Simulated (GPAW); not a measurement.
# Ballistic transport through a Ga chain with one Al atom in line, cheap and dear, part 2 of 2

Wanted: the zero-bias transmission of a Ga chain with one Al atom in line on a ladder of levels, with run times.

GPAW 26.7.0; GPAW LCAO, PAW setups; Landauer transmission from Green's functions with principal layers (ASE), zero bias.

So far, transmission at the Fermi level (one spin): step 2 (double-zeta polarised basis, PBE, GPAW) 2.87; step 3 (basis szp(dzp), PBE, GPAW) 2.88; step 4 (basis sz(dzp), PBE, GPAW) 2.84; step 5 (RPBE) 2.86. Also open channels of the lead at the Fermi level (one spin): step 3 3; step 4 3.

## (7) Comparison

The curves are compared point by point over the common energies.

This step: comparison of transmission and cost over codes and levels (GPAW 26.7.0).

Ladder, by row:

| step | code | T at the Fermi level (sum over the listed spins) | conductance (G0) | r.m.s. T(E) from the first | wall time (s) | peak memory (GiB) | threads |
| --- | --- | --- | --- | --- | --- | --- | --- |
| dzp | GPAW | 2.871 | 2.868 | 0 | 60.75 | 0.96 | 1 |
| szp | GPAW | 2.879 | 2.876 | 0.1786 | 49.22 | 0.94 | 1 |
| sz | GPAW | 2.845 | 2.84 | 0.1643 | 33.28 | 0.86 | 1 |
| dzp-RPBE | GPAW | 2.86 | 2.856 | 0.06827 | 59.64 | 0.96 | 1 |

The transmission, zone mean, sum over the listed spins by energy, zero at the Fermi level:

| energy (eV) | dzp | szp | sz | dzp-RPBE |
| --- | --- | --- | --- | --- |
| -3.0000 | 0.780 | 0.763 | 0.747 | 0.786 |
| -2.7750 | 0.786 | 0.766 | 0.752 | 0.793 |
| -2.4750 | 0.795 | 0.766 | 0.756 | 0.804 |
| -2.2500 | 0.801 | 0.761 | 0.752 | 0.813 |
| -2.0250 | 0.807 | 0.739 | 0.727 | 0.823 |
| -1.7250 | 0.803 | 0.438 | 2.1e-5 | 0.839 |
| -1.5000 | 0.296 | 7.9e-7 | 2.7e-5 | 0.861 |
| -1.2750 | 0.900 | 0.950 | 0.925 | 0.857 |
| -0.9750 | 0.893 | 0.924 | 0.911 | 0.875 |
| -0.7500 | 0.899 | 0.922 | 0.912 | 0.886 |
| -0.5250 | 0.906 | 0.925 | 0.915 | 0.896 |
| -0.2250 | 2.48 | 2.17 | 2.23 | 2.47 |
| 0.0000 | 2.87 | 2.88 | 2.84 | 2.86 |
| 0.2250 | 2.90 | 2.91 | 2.86 | 2.89 |
| 0.5250 | 2.93 | 2.94 | 2.89 | 2.92 |
| 0.7500 | 2.94 | 2.95 | 2.92 | 2.94 |
| 0.9750 | 2.95 | 2.95 | 2.94 | 2.94 |
| 1.2750 | 2.94 | 2.94 | 2.95 | 2.94 |
| 1.5000 | 2.93 | 2.94 | 2.96 | 2.94 |
| 1.7250 | 2.93 | 2.93 | 2.96 | 2.93 |
| 2.0250 | 2.92 | 2.92 | 2.96 | 2.92 |
| 2.2500 | 2.91 | 2.91 | 2.96 | 2.91 |
| 2.4750 | 2.90 | 2.89 | 2.95 | 2.90 |
| 2.7750 | 2.88 | 2.88 | 2.94 | 2.89 |
| 3.0000 | 2.87 | 2.86 | 2.93 | 2.87 |

## (8) Functional BLYP

The functional moves levels against the Fermi level.

This step: GPAW LCAO, PAW setups; Landauer transmission from Green's functions with principal layers (ASE), zero bias (GPAW 26.7.0).

run.py reads:

```python
import json
import numpy as np
from ase import Atoms
from ase.transport.calculators import TransportCalculator
from gpaw import GPAW, FermiDirac
from gpaw.lcao.tools import get_lcao_hamiltonian
from scipy.linalg import eigh

# The junction with lead layers at both ends, along the third cell vector
device = Atoms(
    ['Ga', 'Ga', 'Ga', 'Ga', 'Ga', 'Al', 'Ga', 'Ga', 'Ga', 'Ga', 'Ga'],
    positions=[
        [4.50000, 4.50000, 1.27500],
        [4.50000, 4.50000, 3.82500],
        [4.50000, 4.50000, 6.37500],
        [4.50000, 4.50000, 8.92500],
        [4.50000, 4.50000, 11.47500],
        [4.50000, 4.50000, 13.93200],
        [4.50000, 4.50000, 16.38900],
        [4.50000, 4.50000, 18.93900],
        [4.50000, 4.50000, 21.48900],
        [4.50000, 4.50000, 24.03900],
        [4.50000, 4.50000, 26.58900]],
    cell=[[9.0, 0.0, 0.0], [0.0, 9.0, 0.0], [0.0, 0.0, 27.864]],
    pbc=True)

# One principal layer of the lead: the first 3 atoms of the device
lead = Atoms(
    ['Ga', 'Ga', 'Ga'],
    positions=[
        [4.50000, 4.50000, 1.27500],
        [4.50000, 4.50000, 3.82500],
        [4.50000, 4.50000, 6.37500]],
    cell=[[9.0, 0.0, 0.0], [0.0, 9.0, 0.0], [0.0, 0.0, 7.65]],
    pbc=True)

settings = dict(mode='lcao', basis='dzp', xc='BLYP', h=0.2,
                occupations=FermiDirac(0.1), maxiter=250,
                mixer=dict(beta=0.1, nmaxold=8, weight=100.0),
                convergence=dict(density=0.0001))
energies = np.arange(-3, 3 + 1e-9, 0.075)
eta = 0.0001
n1, n2 = 1, 1
# k and -k transmit alike, so half of the mesh across the current serves
mesh = [(i, j) for i in range(n1) for j in range(n2) if (i, j) <= (-i % n1, -j % n2)]
weights = np.array([1 if (i, j) == (-i % n1, -j % n2) else 2 for i, j in mesh]) / (n1 * n2)

# [... helper functions left out ...]
fermi_lead = ground_state(lead, (1, 1, 15), 'lead.txt')
fermi_device = ground_state(device, (1, 1, 3), 'device.txt')
# [... loop over the mesh left out, but for ...]
        # Shift the lead onto the potential of the device's first layer
        shift = ((H[:, 0, 0] - H0[:, 0, 0]) / S0[0, 0]).real.mean()
# [...]
kT = 8.617333e-5 * 300
bias = [0.1, 0.2, 0.5, 1.0, 1.5, 2.0]
# [... integrals and printing left out ...]
```

Launch:

```bash
$ OMP_NUM_THREADS=1 OPENBLAS_NUM_THREADS=1 python run.py
```

The log of the run:

```text
FileNotFoundError: Could not find required PAW dataset file "Ga.BLYP".
```

Run time: 1.1 s. Hardware: 1 thread of Arm Neoverse N1, shared host; peak memory 0.1 GiB.

The input was rejected at the start.

The program's message: “FileNotFoundError: Could not find required PAW dataset file "Ga.BLYP".”

## (9) Broadening 1e-06, mixing 0.25, mixing history 5: eta = 1e-06, beta = 0.25 and nmaxold = 5

The broadening keeps the Green's functions finite; too large a value absorbs electrons where channels are open and leaks them where none are. Mixing changes the road to self-consistency, not its end. The mixing history changes the road to self-consistency, not its end.

Changes to run.py since step 8:

```diff
@@ -36,8 +36,8 @@
 
-settings = dict(mode='lcao', basis='dzp', xc='BLYP', h=0.2,
+settings = dict(mode='lcao', basis='dzp', xc='PBE', h=0.2,
                 occupations=FermiDirac(0.1), maxiter=250,
-                mixer=dict(beta=0.1, nmaxold=8, weight=100.0),
+                mixer=dict(beta=0.25, nmaxold=5, weight=100.0),
                 convergence=dict(density=0.0001))
 energies = np.arange(-3, 3 + 1e-9, 0.075)
-eta = 0.0001
+eta = 1e-06
 n1, n2 = 1, 1
```

The log of the run:

```text
basis functions: device 143, principal layer 39
Fermi level: lead -2.8498 eV, device -2.8803 eV; lead shifted by 0.0043 eV
largest coupling past the next layer 6.03e-05 eV, largest misfit of the first layer 0.013 eV
  E-E_F (eV)   T (one spin)  [channel counts left out]
    -3.000    7.8042e-01
    -2.925    7.8240e-01
    -2.850    7.8441e-01
    -2.775    7.8645e-01
    -2.700    7.8854e-01
    -2.625    7.9066e-01
    -2.550    7.9282e-01
    -2.475    7.9502e-01
    -2.400    7.9724e-01
    -2.325    7.9946e-01
    -2.250    8.0164e-01
    -2.175    8.0375e-01
    -2.100    8.0569e-01
    -2.025    8.0734e-01
    -1.950    8.0851e-01
    -1.875    8.0883e-01
[...]
2.475    2.9005e+00
     2.550    2.8972e+00
     2.625    2.8937e+00
     2.700    2.8900e+00
     2.775    2.8862e+00
     2.850    2.8823e+00
     2.925    2.8782e+00
     3.000    2.8739e+00
conductance at 300 K: 2.8735 G0 a cell; thermopower -0.6431 uV/K
current from the zero-bias T(E) at 0.1 V: 22.255 uA
current from the zero-bias T(E) at 0.2 V: 44.447 uA
current from the zero-bias T(E) at 0.5 V: 107.23 uA
current from the zero-bias T(E) at 1.0 V: 184.27 uA
current from the zero-bias T(E) at 1.5 V: 258.65 uA
current from the zero-bias T(E) at 2.0 V: 333.09 uA
```

It took 65 s on 1 thread; peak memory 0.89 GiB.

Numbers from this step:

```yaml
conductance: 2.873 G₀
largest_coupling_past_the_next_principal_layer: 6.03e-5 eV
largest_misfit_of_the_first_principal_layer: 0.01309 eV
shift_that_aligns_the_lead: 0.004280 eV
transmission_at_the_fermi_level_one_spin: 2.876
```

One spin. The transmission, zone mean by energy, zero at the Fermi level:

| energy (eV) | transmission, zone mean |
| --- | --- |
| -3.00 | 0.780 |
| -2.77 | 0.786 |
| -2.55 | 0.793 |
| -2.40 | 0.797 |
| -2.17 | 0.804 |
| -1.95 | 0.809 |
| -1.73 | 0.803 |
| -1.57 | 0.754 |
| -1.35 | 0.918 |
| -1.12 | 0.892 |
| -0.90 | 0.895 |
| -0.75 | 0.899 |
| -0.53 | 0.907 |
| -0.30 | 0.914 |
| -0.07 | 2.86 |
| 0.00 | 2.88 |
| 0.07 | 2.89 |
| 0.30 | 2.91 |
| 0.53 | 2.93 |
| 0.75 | 2.94 |
| 0.90 | 2.95 |
| 1.12 | 2.95 |
| 1.35 | 2.94 |
| 1.57 | 2.93 |
| 1.73 | 2.93 |
| 1.95 | 2.92 |
| 2.17 | 2.91 |
| 2.40 | 2.90 |
| 2.55 | 2.90 |
| 2.77 | 2.89 |
| 3.00 | 2.87 |

Not self-consistent under bias; the bias window is split evenly. Current through one cell, from the zero-bias transmission against bias:

| bias (V) | current through one cell, from the zero-bias transmission (μA) |
| --- | --- |
| 0.100 | 22.3 |
| 0.200 | 44.4 |
| 0.500 | 107 |
| 1.000 | 184 |
| 1.500 | 259 |
| 2.000 | 333 |

Transmission of the three most open eigenchannels against energy, zero at the Fermi level:

| energy (eV) | channel 1 | channel 2 | channel 3 |
| --- | --- | --- | --- |
| -3.00 | 0.780 | 0 | 0 |
| -2.85 | 0.784 | 0 | 0 |
| -2.70 | 0.789 | 0 | 0 |
| -2.55 | 0.793 | 0 | 0 |
| -2.33 | 0.799 | 0 | 0 |
| -2.17 | 0.804 | 0 | 0 |
| -2.02 | 0.807 | 0 | 0 |
| -1.88 | 0.809 | 0 | 0 |
| -1.73 | 0.803 | 0 | 0 |
| -1.57 | 0.754 | 0 | 0 |
| -1.35 | 0.918 | 0 | 0 |
| -1.20 | 0.894 | 0 | 0 |
| -1.05 | 0.892 | 0 | 0 |
| -0.90 | 0.895 | 0 | 0 |
| -0.75 | 0.899 | 0 | 0 |
| -0.60 | 0.904 | 0 | 0 |
| -0.38 | 0.912 | 0 | 0 |
| -0.23 | 0.916 | 0.791 | 0.791 |
| -0.07 | 0.969 | 0.969 | 0.921 |
| 0.00 | 0.976 | 0.976 | 0.924 |
| 0.07 | 0.980 | 0.980 | 0.926 |
| 0.23 | 0.985 | 0.985 | 0.930 |
| 0.38 | 0.991 | 0.991 | 0.935 |
| 0.60 | 0.997 | 0.997 | 0.941 |
| 0.75 | 1.000 | 1.000 | 0.945 |
| 0.90 | 1.000 | 1.000 | 0.949 |
| 1.05 | 0.997 | 0.997 | 0.953 |
| 1.20 | 0.994 | 0.994 | 0.957 |
| 1.35 | 0.989 | 0.989 | 0.962 |
| 1.57 | 0.983 | 0.983 | 0.968 |
| 1.73 | 0.979 | 0.979 | 0.971 |
| 1.88 | 0.975 | 0.974 | 0.974 |
| 2.02 | 0.979 | 0.970 | 0.970 |
| 2.17 | 0.982 | 0.966 | 0.966 |
| 2.33 | 0.985 | 0.961 | 0.961 |
| 2.55 | 0.989 | 0.954 | 0.954 |
| 2.70 | 0.992 | 0.949 | 0.949 |
| 2.85 | 0.994 | 0.944 | 0.944 |
| 3.00 | 0.996 | 0.939 | 0.939 |

The conductance, 2.87 G₀, lies 0.2 % above that of the dzp run.

## (10) What came out

```json
{
 "conductance": "2.87 G₀",
 "transmission at the Fermi level, mean of the spins": "2.87",
 "thermopower": "about 0 (under 1.5 μV/K)"
}
```

What this shows: In the dzp basis the junction conducts 2.87 G₀ at 300 K, with T = 2.87 a spin at the Fermi level; the sz basis reaches that conductance within 10 %. At the Fermi level the three most open eigenchannels pass 0.97, 0.97 and 0.92. Measured against the first run (dzp), the nearest curve is that of dzp-RPBE (r.m.s. 0.068) and the farthest that of szp (0.18). Over the compared runs wall time goes from 33 s (sz) to 61 s (dzp), on a shared host. The geometry was built from estimated bond lengths and not relaxed, so the numbers describe this model structure. The run had no spin polarisation, so a magnetic state, which chains and small molecules with open shells often have, wasn't tested. An evenly spaced straight chain is an idealisation: free chains tend to dimerise, zigzag or, where a band edge lies near the Fermi level, turn magnetic. The currents use the zero-bias T(E) throughout, which holds only while the bias is small against the distance to the nearest feature. The energy step is wider than the thermal energy, so the conductance and thermopower rest on interpolation of T(E).

[Logs are printed without paths, hosts, clocks, repeated set-up lines and the standing remarks that a program may print on its own settings, such as how far it seeks lower states.]

[Hosts, paths, dates, database ids (printed as entryN), source tags and the programs' standing remarks are cut or masked in the printed files.]
